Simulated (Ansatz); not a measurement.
**Grüneisen parameters and expansion of NaI (Fm-3m)**

Wanted: mode Grüneisen parameters of NaI and a free-energy fit over volumes.

Measurements to reproduce:
- volume expansion coefficient 135 1e-6/K near room temperature (given in “Descriptors for thermal expansion in solids”, 2017, arXiv:1701.03966)

Method: DFT LDA, scalar-relativistic, plane waves, PAW, in Ansatz 0.2.0.

Most raw output is cut from this account.

### Step 1. The starting structure

Symmetry: Fm-3m, No. 225, cubic system. Conventional cell: a = 6.473 Å, b = 6.473 Å, c = 6.473 Å, α = 90.00°, β = 90.00°, γ = 90.00°. Na has 6 I at 3.24 Å nearest. Nearest to I lie 6 Na at 3.24 Å. Farther neighbours and most contacts between anions are not listed.

### Step 2. A first coarse run

Before spending time, one coarse run tells the gap and the pressure of the starting cell.

File input.yaml:

```yaml
crystal:
  lattice:
    - [0.0, 3.2364, 3.2364]
    - [3.2364, 0.0, 3.2364]
    - [3.2364, 3.2364, 0.0]
  atoms:
    - { symbol: Na, position: [0.0, 0.0, 0.0] }
    - { symbol: I, position: [0.5, 0.5, 0.5] }
kpoints:
  mp_grid: { grid: [6, 6, 6] }
hamiltonian:
  xc: lda
scf:
  occupations: { method: gaussian, width: 0.1 }
output:
  forces: true
  stress: true
  eigenvalues: true
```

The run is started by

```
$ ansatz run input.yaml --threads 4 --pin off --max-ram 16384MiB --backend cpu --events-out ev --progress --plain --runs-dir out
```

Elapsed: 0.38 s, on 4 threads of Arm Neoverse V2, shared host; peak memory 0.3 GiB.

Numbers from this step:

```yaml
pressure: -1.637 GPa
gap_on_the_k_mesh: 3.333 eV
volume_per_atom: 33.90 Å³
```

The start is under -1.6 GPa at this level and looks like an insulator or semiconductor on this mesh.

### Step 3. Relaxation

The vibrations must be taken about the equilibrium of this functional, not about the starting cell, so the structure is relaxed.

input.yaml, the sections that differ from step 2:

```yaml
scf:
  occupations: { method: gaussian, width: 0.02 }
relax:
  adjacent_minimum: "off"
  f_tol: 0.005
  max_steps: 80
  cell: { stress_tol: 0.05 }
# crystal, kpoints, hamiltonian, output: as in step 2
```

Elapsed: 1.7 s, on 4 threads; peak memory 0.33 GiB.

Step by step:

| step | energy less that of the first step (eV) | largest force component (eV/Å) | pressure (GPa) | volume (Å³) |
| --- | --- | --- | --- | --- |
| 1 | 0.0000 | 0.0000 | -1.64 | 67.80 |
| 2 | -0.0270 | 0.0000 | -0.94 | 64.53 |
| 3 | -0.0368 | 0.0000 | 0.25 | 60.63 |
| 4 | -0.0372 | 0.0000 | -0.02 | 61.40 |
| 5* | -0.0364 | 0.0000 | -0.02 | 61.40 |

Relaxation steps marked * repeat the geometry before them on a plane-wave basis chosen anew for their cell, so energy and pressure can jump there.

The run keeps the 48 symmetry operations that it works with, so distortions that break them were not tested.

| conventional cell, symmetrised | before | after | change |
| --- | --- | --- | --- |
| a (Å) | 6.473 | 6.263 | -3.2 % |
| b (Å) | 6.473 | 6.263 | -3.2 % |
| c (Å) | 6.473 | 6.263 | -3.2 % |
| volume (Å³/atom) | 33.90 | 30.70 | -9.4 % |

Final coordinates:

```
Na I
1.0
     0.00000    3.13127    3.13127
     3.13127    0.00000    3.13127
     3.13127    3.13127    0.00000
Na I
1 1
Direct
  0.00000 0.00000 0.00000
  0.50000 0.50000 0.50000
```

Numbers from this step:

* pressure: -0.02407 GPa
* gap on the k-mesh: 3.616 eV
* volume per atom: 30.70 Å³

The relaxation ends with a pressure of -0.02 GPa.

### Step 4. A second relaxation

The relaxation is run once more from where the first one ended, as the script does after a large change of volume or of the gap, with mesh and occupations reviewed.

input.yaml: that of step 3 with these lines changed.

```diff
@@ -2,5 +2,5 @@
   lattice:
-    - [0.0, 3.2364, 3.2364]
-    - [3.2364, 0.0, 3.2364]
-    - [3.2364, 3.2364, 0.0]
+    - [0.0, 3.1312689538, 3.1312689538]
+    - [3.1312689538, 0.0, 3.1312689538]
+    - [3.1312689538, 3.1312689538, 0.0]
   atoms:
```

It took 0.77 s on 4 threads; peak memory 0.32 GiB.

Little changed from the start: no atom moved by 0.005 Å and no cell edge by 0.1 %.

### Step 5. Relaxing to small residual forces and stress

The thresholds are tightened for a last relaxation ahead of the phonons, and where mesh or smearing change with them the cell follows.

input.yaml, the sections that differ from step 4:

```yaml
kpoints:
  mp_grid: { grid: [8, 8, 8] }
scf:
  occupations: { method: fixed }
relax:
  adjacent_minimum: "off"
  f_tol: 0.001
  max_steps: 60
  cell: { stress_tol: 0.01 }
# crystal, hamiltonian, output: as in step 4
```

Run time: 1.9 s. Hardware: 4 threads; peak memory 0.34 GiB; 6.2 s of CPU time.

Little changed from the start: no atom moved by 0.005 Å and no cell edge by 0.1 %.

Numbers from this step:

| Property | Result |
| --- | --- |
| pressure | 2.73e-5 GPa |
| gap on the k-mesh | 3.620 eV |
| volume per atom | 30.66 Å³ |

The residual pressure is 2.7e-5 GPa, small enough for phonons.

### Step 6. Lattice dynamics at this volume, V/V0 1

Phonons at this volume give one point of F(V, T); meshes stay fixed along the series.

File input.yaml:

```yaml
crystal:
  lattice:
    - [0.0, 3.1298714961, 3.1298714961]
    - [3.1298714961, 0.0, 3.1298714961]
    - [3.1298714961, 3.1298714961, 0.0]
  atoms:
    - { symbol: Na, position: [0.0, 0.0, 0.0] }
    - { symbol: I, position: [0.5, 0.5, 0.5] }
kpoints:
  mp_grid: { grid: [8, 8, 8] }
hamiltonian:
  xc: lda
scf:
  occupations: { method: fixed }
output:
  eigenvalues: true
phonons:
  method: dfpt
  dielectric: true
  rigid_motions: translations
  qmesh: [4, 4, 4]
  temperatures: { t_max: 1000, t_step: 50 }
  qpath:
    path:
      - [[0.0, 0.0, 0.0], [0.5, 0.0, 0.5], [0.625, 0.25, 0.625]]
      - [[0.375, 0.375, 0.75], [0.0, 0.0, 0.0], [0.5, 0.5, 0.5], [0.5, 0.25, 0.75], [0.5, 0.0, 0.5]]
    npoints: 10
```

The job ended after 96 s (4 threads; peak memory 1.3 GiB).

Numbers from this step:

- Γ frequencies: 0, 0, 0, 130.9, 130.9, 130.9 cm⁻¹ (negative: imaginary)
- lowest frequency on the path: 0 cm⁻¹
- zero-point energy: 0.03620 eV/cell
- point group: m-3m
- highest frequency: 180.9 cm⁻¹
- Debye temperature from the second moment: 200 K

LO-TO term included. Phonon branches along the path, in cm⁻¹:

| point | branch 1 | branch 2 | branch 3 | branch 4 | branch 5 | branch 6 |
| --- | --- | --- | --- | --- | --- | --- |
| Γ | 0 | 0 | 0 | 131 | 131 | 180 |
| halfway | 29 | 29 | 72 | 133 | 133 | 152 |
| X | 37 | 37 | 57 | 135 | 135 | 142 |
| halfway | 41 | 47 | 56 | 134 | 138 | 141 |
| U | 49 | 54 | 63 | 132 | 140 | 144 |
| jump to K | 49 | 54 | 63 | 132 | 140 | 144 |
| halfway | 35 | 50 | 67 | 124 | 136 | 170 |
| Γ | 0 | 0 | 0 | 131 | 131 | 180 |
| halfway | 39 | 39 | 57 | 128 | 128 | 180 |
| L | 56 | 56 | 81 | 126 | 126 | 181 |
| halfway | 55 | 59 | 72 | 129 | 133 | 159 |
| W | 50 | 50 | 67 | 137 | 139 | 139 |
| halfway | 42 | 54 | 56 | 136 | 137 | 141 |
| X | 37 | 37 | 57 | 135 | 135 | 142 |

Tetrahedra on 20 20 20, mean over bins of 2 cm⁻¹. Phonon density of states against wavenumber; read off at these points:

wavenumber (cm⁻¹), phonon density of states (1/cm⁻¹/cell) and a bar:
```
      1.0      0.000 
      5.0      0.000 
     11.0      0.001 
     15.0      0.003 
     21.0      0.006 #
     25.0      0.009 #
     31.0      0.018 ###
     35.0      0.029 #####
     39.0      0.050 ########
     45.0      0.062 ##########
     49.0      0.075 ############
     55.0      0.109 #################
     57.0      0.137 ######################
     59.0      0.098 ################
     65.0      0.036 ######
     69.0      0.058 #########
     71.0      0.082 #############
     73.0      0.074 ############
     79.0      0.008 #
     83.0      0.000 
     89.0      0.000 
     93.0      0.000 
     99.0      0.000 
    103.0      0.000 
    109.0      0.000 
    113.0      0.000 
    117.0      0.000 
    123.0      0.002 
    127.0      0.139 ######################
    133.0      0.188 ##############################
    137.0      0.097 ################
    143.0      0.033 #####
    147.0      0.027 ####
    151.0      0.025 ####
    157.0      0.023 ####
    161.0      0.022 ###
    167.0      0.021 ###
    171.0      0.022 ###
    177.0      0.023 ####
    181.0      0.003
```

Harmonic. Thermo, by row:

| T (K) | F_vib (meV/atom) | S (J/mol-atom/K) | C_V (J/mol-atom/K) |
| --- | --- | --- | --- |
| 0 | 18.1 | 0 | 0 |
| 50 | 16.25 | 9.828 | 13.93 |
| 100 | 7.82 | 22.07 | 20.79 |
| 150 | -6.04 | 30.98 | 22.91 |
| 200 | -23.91 | 37.7 | 23.76 |
| 250 | -44.88 | 43.05 | 24.17 |
| 300 | -68.37 | 47.48 | 24.4 |
| 350 | -93.97 | 51.25 | 24.54 |
| 400 | -121.4 | 54.53 | 24.64 |
| 450 | -150.4 | 57.44 | 24.7 |
| 500 | -180.9 | 60.05 | 24.75 |
| 550 | -212.6 | 62.41 | 24.78 |
| 600 | -245.5 | 64.56 | 24.8 |
| 650 | -279.5 | 66.55 | 24.82 |
| 700 | -314.5 | 68.39 | 24.84 |
| 750 | -350.4 | 70.1 | 24.85 |
| 800 | -387.1 | 71.71 | 24.86 |
| 850 | -424.7 | 73.22 | 24.87 |
| 900 | -463 | 74.64 | 24.88 |
| 950 | -502 | 75.98 | 24.89 |
| 1000 | -541.7 | 77.26 | 24.89 |

The modes has structure finer than the step of the table below, so its rows give means over 10 cm⁻¹, whole bins alone (the curve runs from -10 to 196 cm⁻¹). Peaks (cm⁻¹: height): I 56.2: 0.109, 71.7: 0.0682, 134.0: 0.0211; Na 132.7: 0.143.

Phonopy on the run's constants, 15x15x15 mesh, Gaussian sigma 2.0 cm⁻¹. Table of modes by wavenumber; means over each step; values in 1/cm⁻¹/cell:

| wavenumber (cm⁻¹) | I | Na |
| --- | --- | --- |
| 0 | 7.9e-5 | 1.4e-5 |
| 10 | 0.00103 | 1.8e-4 |
| 20 | 0.00481 | 8.0e-4 |
| 30 | 0.0155 | 0.00250 |
| 40 | 0.0423 | 0.00655 |
| 50 | 0.0728 | 0.00781 |
| 60 | 0.0701 | 0.00461 |
| 70 | 0.0546 | 0.00265 |
| 80 | 0.0132 | 3.8e-4 |
| 90 | 8.3e-6 | 0 |
| 100 | 0 | 0 |
| 110 | 0 | 0 |
| 120 | 5.0e-4 | 0.0136 |
| 130 | 0.0130 | 0.123 |
| 140 | 0.00886 | 0.0595 |
| 150 | 9.7e-4 | 0.0242 |
| 160 | 5.4e-4 | 0.0218 |
| 170 | 8.9e-4 | 0.0206 |
| 180 | 7.9e-4 | 0.0115 |
| 190 | 2.9e-6 | 3.5e-5 |

Born charge (rows field, columns displacement) (e), principal values of the symmetric part by kind of site:

| atom | atoms with these values | low | middle | high | mean |
| --- | --- | --- | --- | --- | --- |
| Na1 | 1 | 1.16 | 1.16 | 1.16 | 1.16 |
| I2 | 1 | -1.16 | -1.16 | -1.16 | -1.16 |

In full for I2:

```
-1.16  0.00  0.00
 0.00 -1.16  0.00
 0.00  0.00 -1.16
```

ε∞:

```
3.63 0.00 0.00
0.00 3.63 0.00
0.00 0.00 3.63
```

No LO-TO term. Modes at Γ, with each element's share of the kinetic energy:

| mode | frequency (cm⁻¹) | symmetry | Na % | I % |
| --- | --- | --- | --- | --- |
| 1 | 0.0 | T1u | 15 | 85 |
| 2 | 0.0 | T1u | 15 | 85 |
| 3 | 0.0 | T1u | 15 | 85 |
| 4 | 130.9 | T1u | 85 | 15 |
| 5 | 130.9 | T1u | 85 | 15 |
| 6 | 130.9 | T1u | 85 | 15 |

Displacements in mode 4 (130.9 cm⁻¹), the largest set to 1:
```
Na1  0.00 -0.41  1.00
I2   0.00  0.07 -0.18
```

No mode is imaginary beyond numerical noise at the solved wavevectors.

### Step 7. Single point at a scaled cell, V/V0 1.015

Symmetry fixes every atom, so a single point at the scaled cell gives the energy and pressure of this member.

The cell differs from the one that the last finished run ended in (a 4.426 → 4.448 Å, b 4.426 → 4.448 Å, c 4.426 → 4.448 Å).

input.yaml, the sections that differ from step 6:

```yaml
crystal:
  lattice:
    - [0.0, 3.1454432524, 3.1454432524]
    - [3.1454432524, 0.0, 3.1454432524]
    - [3.1454432524, 3.1454432524, 0.0]
  atoms:
    - { symbol: Na, position: [0.0, 0.0, 0.0] }
    - { symbol: I, position: [0.5, 0.5, 0.5] }
output:
  forces: true
  stress: true
  eigenvalues: true
# kpoints, hamiltonian, scf: as in step 6
# phonons: removed
```

The job ended after 0.53 s (4 threads; peak memory 0.32 GiB).

This step gave:

* pressure: -0.2983 GPa
* gap on the k-mesh: 3.574 eV
* volume per atom: 31.12 Å³

At this level the gap is 3.57 eV on the k-mesh of the self-consistent run, which can miss the band edges.

### Step 8. Lattice dynamics at this volume, V/V0 1.015

The same q-mesh and k-mesh are kept at every volume, so that much of their error can cancel in the differences.

input.yaml, the sections that differ from step 7:

```yaml
output:
  eigenvalues: true
phonons:
  method: dfpt
  dielectric: true
  rigid_motions: translations
  qmesh: [4, 4, 4]
  temperatures: { t_max: 1000, t_step: 50 }
  qpath:
    path:
      - [[0.0, 0.0, 0.0], [0.5, 0.0, 0.5], [0.625, 0.25, 0.625]]
      - [[0.375, 0.375, 0.75], [0.0, 0.0, 0.0], [0.5, 0.5, 0.5], [0.5, 0.25, 0.75], [0.5, 0.0, 0.5]]
    npoints: 10
# crystal, kpoints, hamiltonian, scf: as in step 7
```

Elapsed: 97 s, on 4 threads; peak memory 1.3 GiB; 6.3 min of CPU time.

LO-TO term included. Phonon branches along the path, in cm⁻¹:

| point | branch 1 | branch 2 | branch 3 | branch 4 | branch 5 | branch 6 |
| --- | --- | --- | --- | --- | --- | --- |
| Γ | 0 | 0 | 0 | 126 | 126 | 177 |
| halfway | 29 | 29 | 69 | 128 | 128 | 148 |
| X | 37 | 37 | 57 | 130 | 130 | 136 |
| halfway | 41 | 46 | 56 | 129 | 133 | 136 |
| U | 48 | 55 | 62 | 127 | 135 | 140 |
| jump to K | 48 | 55 | 62 | 127 | 135 | 140 |
| halfway | 35 | 48 | 65 | 119 | 131 | 166 |
| Γ | 0 | 0 | 0 | 126 | 126 | 177 |
| halfway | 38 | 38 | 56 | 124 | 124 | 177 |
| L | 54 | 54 | 79 | 121 | 121 | 178 |
| halfway | 53 | 58 | 70 | 124 | 128 | 156 |
| W | 50 | 50 | 65 | 133 | 134 | 134 |
| halfway | 42 | 53 | 56 | 132 | 132 | 136 |
| X | 37 | 37 | 57 | 130 | 130 | 136 |

No mode is imaginary beyond numerical noise at the solved wavevectors. The highest zone-centre mode (no LO–TO term) moved by -3.8 % for a volume change of +1.5 %.

### Step 9. Single point at a scaled cell, V/V0 0.985

The cell differs from the one that the last finished run ended in (a 4.448 → 4.404 Å, b 4.448 → 4.404 Å, c 4.448 → 4.404 Å).

input.yaml, the sections that differ from step 8:

```yaml
crystal:
  lattice:
    - [0.0, 3.1141432331, 3.1141432331]
    - [3.1141432331, 0.0, 3.1141432331]
    - [3.1141432331, 3.1141432331, 0.0]
  atoms:
    - { symbol: Na, position: [0.0, 0.0, 0.0] }
    - { symbol: I, position: [0.5, 0.5, 0.5] }
output:
  forces: true
  stress: true
  eigenvalues: true
# kpoints, hamiltonian, scf: as in step 8
# phonons: removed
```

Wall time 0.51 s (4 threads); peak memory 0.31 GiB; 1.5 s of CPU time.

The run ends at a pressure of 0.33 GPa.

### Step 10. Phonons, V/V0 0.985

input.yaml, the sections that differ from step 9:

```yaml
output:
  eigenvalues: true
phonons:
  method: dfpt
  dielectric: true
  rigid_motions: translations
  qmesh: [4, 4, 4]
  temperatures: { t_max: 1000, t_step: 50 }
  qpath:
    path:
      - [[0.0, 0.0, 0.0], [0.5, 0.0, 0.5], [0.625, 0.25, 0.625]]
      - [[0.375, 0.375, 0.75], [0.0, 0.0, 0.0], [0.5, 0.5, 0.5], [0.5, 0.25, 0.75], [0.5, 0.0, 0.5]]
    npoints: 10
# crystal, kpoints, hamiltonian, scf: as in step 9
```

The job ended after 95 s (4 threads; peak memory 1.3 GiB; 6.1 min of CPU time).

LO-TO term included. The phonon branches at the labelled points (cm⁻¹):

| point | branch 1 | branch 2 | branch 3 | branch 4 | branch 5 | branch 6 |
| --- | --- | --- | --- | --- | --- | --- |
| Γ | 0 | 0 | 0 | 136 | 136 | 184 |
| halfway | 29 | 29 | 74 | 139 | 139 | 155 |
| X | 37 | 37 | 56 | 141 | 141 | 147 |
| halfway | 41 | 47 | 56 | 140 | 143 | 147 |
| U | 50 | 54 | 64 | 136 | 145 | 149 |
| jump to K | 50 | 54 | 64 | 136 | 145 | 149 |
| halfway | 35 | 52 | 69 | 128 | 142 | 173 |
| Γ | 0 | 0 | 0 | 136 | 136 | 184 |
| halfway | 41 | 41 | 59 | 133 | 133 | 184 |
| L | 59 | 59 | 83 | 130 | 130 | 184 |
| halfway | 56 | 60 | 74 | 133 | 138 | 163 |
| W | 50 | 50 | 69 | 141 | 144 | 144 |
| halfway | 42 | 55 | 55 | 141 | 142 | 146 |
| X | 37 | 37 | 56 | 141 | 141 | 147 |

No mode is imaginary beyond numerical noise at the solved wavevectors. The highest zone-centre mode (no LO–TO term) moved by +3.9 % for a volume change of -1.5 %.

### Step 11. A cell at another volume, V/V0 1.03

The cell differs from the one that the last finished run ended in (a 4.404 → 4.470 Å, b 4.404 → 4.470 Å, c 4.404 → 4.470 Å).

input.yaml, the sections that differ from step 10:

```yaml
crystal:
  lattice:
    - [0.0, 3.1608623382, 3.1608623382]
    - [3.1608623382, 0.0, 3.1608623382]
    - [3.1608623382, 3.1608623382, 0.0]
  atoms:
    - { symbol: Na, position: [0.0, 0.0, 0.0] }
    - { symbol: I, position: [0.5, 0.5, 0.5] }
output:
  forces: true
  stress: true
  eigenvalues: true
# kpoints, hamiltonian, scf: as in step 10
# phonons: removed
```

Run time: 0.52 s. Hardware: 4 threads; peak memory 0.32 GiB.

The run ends at a pressure of -0.57 GPa.

### Step 12. Phonons, V/V0 1.03

input.yaml, the sections that differ from step 11:

```yaml
output:
  eigenvalues: true
phonons:
  method: dfpt
  dielectric: true
  rigid_motions: translations
  qmesh: [4, 4, 4]
  temperatures: { t_max: 1000, t_step: 50 }
  qpath:
    path:
      - [[0.0, 0.0, 0.0], [0.5, 0.0, 0.5], [0.625, 0.25, 0.625]]
      - [[0.375, 0.375, 0.75], [0.0, 0.0, 0.0], [0.5, 0.5, 0.5], [0.5, 0.25, 0.75], [0.5, 0.0, 0.5]]
    npoints: 10
# crystal, kpoints, hamiltonian, scf: as in step 11
```

Wall time 97 s (4 threads); peak memory 1.3 GiB.

No mode is imaginary beyond numerical noise at the solved wavevectors. The highest zone-centre mode (no LO–TO term) moved by -7.5 % for a volume change of +3.0 %.

### Step 13. Single point at a scaled cell, V/V0 0.97

The cell differs from the one that the last finished run ended in (a 4.470 → 4.382 Å, b 4.470 → 4.382 Å, c 4.470 → 4.382 Å).

input.yaml, the sections that differ from step 12:

```yaml
crystal:
  lattice:
    - [0.0, 3.0982544708, 3.0982544708]
    - [3.0982544708, 0.0, 3.0982544708]
    - [3.0982544708, 3.0982544708, 0.0]
  atoms:
    - { symbol: Na, position: [0.0, 0.0, 0.0] }
    - { symbol: I, position: [0.5, 0.5, 0.5] }
output:
  forces: true
  stress: true
  eigenvalues: true
# kpoints, hamiltonian, scf: as in step 12
# phonons: removed
```

Elapsed: 0.47 s, on 4 threads; peak memory 0.31 GiB; 1.3 s of CPU time.

The run ends at a pressure of 0.68 GPa.

### Step 14. Lattice dynamics at this volume, V/V0 0.97

input.yaml, the sections that differ from step 13:

```yaml
output:
  eigenvalues: true
phonons:
  method: dfpt
  dielectric: true
  rigid_motions: translations
  qmesh: [4, 4, 4]
  temperatures: { t_max: 1000, t_step: 50 }
  qpath:
    path:
      - [[0.0, 0.0, 0.0], [0.5, 0.0, 0.5], [0.625, 0.25, 0.625]]
      - [[0.375, 0.375, 0.75], [0.0, 0.0, 0.0], [0.5, 0.5, 0.5], [0.5, 0.25, 0.75], [0.5, 0.0, 0.5]]
    npoints: 10
# crystal, kpoints, hamiltonian, scf: as in step 13
```

Run time: 88 s. Hardware: 4 threads; peak memory 1.3 GiB.

LO-TO term included. The phonon branches at the labelled points (cm⁻¹):

| point | branch 1 | branch 2 | branch 3 | branch 4 | branch 5 | branch 6 |
| --- | --- | --- | --- | --- | --- | --- |
| Γ | 0 | 0 | 0 | 141 | 141 | 188 |
| halfway | 29 | 29 | 76 | 144 | 144 | 159 |
| X | 37 | 37 | 56 | 146 | 146 | 153 |
| halfway | 41 | 47 | 56 | 145 | 148 | 152 |
| U | 51 | 54 | 66 | 142 | 151 | 153 |
| jump to K | 51 | 54 | 66 | 142 | 151 | 153 |
| halfway | 35 | 54 | 71 | 133 | 147 | 177 |
| Γ | 0 | 0 | 0 | 141 | 141 | 188 |
| halfway | 42 | 42 | 60 | 138 | 138 | 188 |
| L | 61 | 61 | 85 | 134 | 134 | 188 |
| halfway | 57 | 61 | 75 | 138 | 143 | 167 |
| W | 50 | 50 | 71 | 145 | 150 | 150 |
| halfway | 42 | 55 | 56 | 146 | 148 | 152 |
| X | 37 | 37 | 56 | 146 | 146 | 153 |

No mode is imaginary beyond numerical noise at the solved wavevectors. The highest zone-centre mode (no LO–TO term) moved by +7.9 % for a volume change of -3.0 %.

(Part 1 of 2 ends here.)

[Logs are printed without paths, hosts, clocks, repeated set-up lines and the standing remarks that a program may print on its own settings, such as how far it seeks lower states.]

[Hosts, paths, dates, database ids (printed as entryN), source tags and the programs' standing remarks are cut or masked in the printed files.]

[A step with changed settings may run another functional than the one named; its input shows which.]

[Of the runs on displaced cells, only some may be shown.]
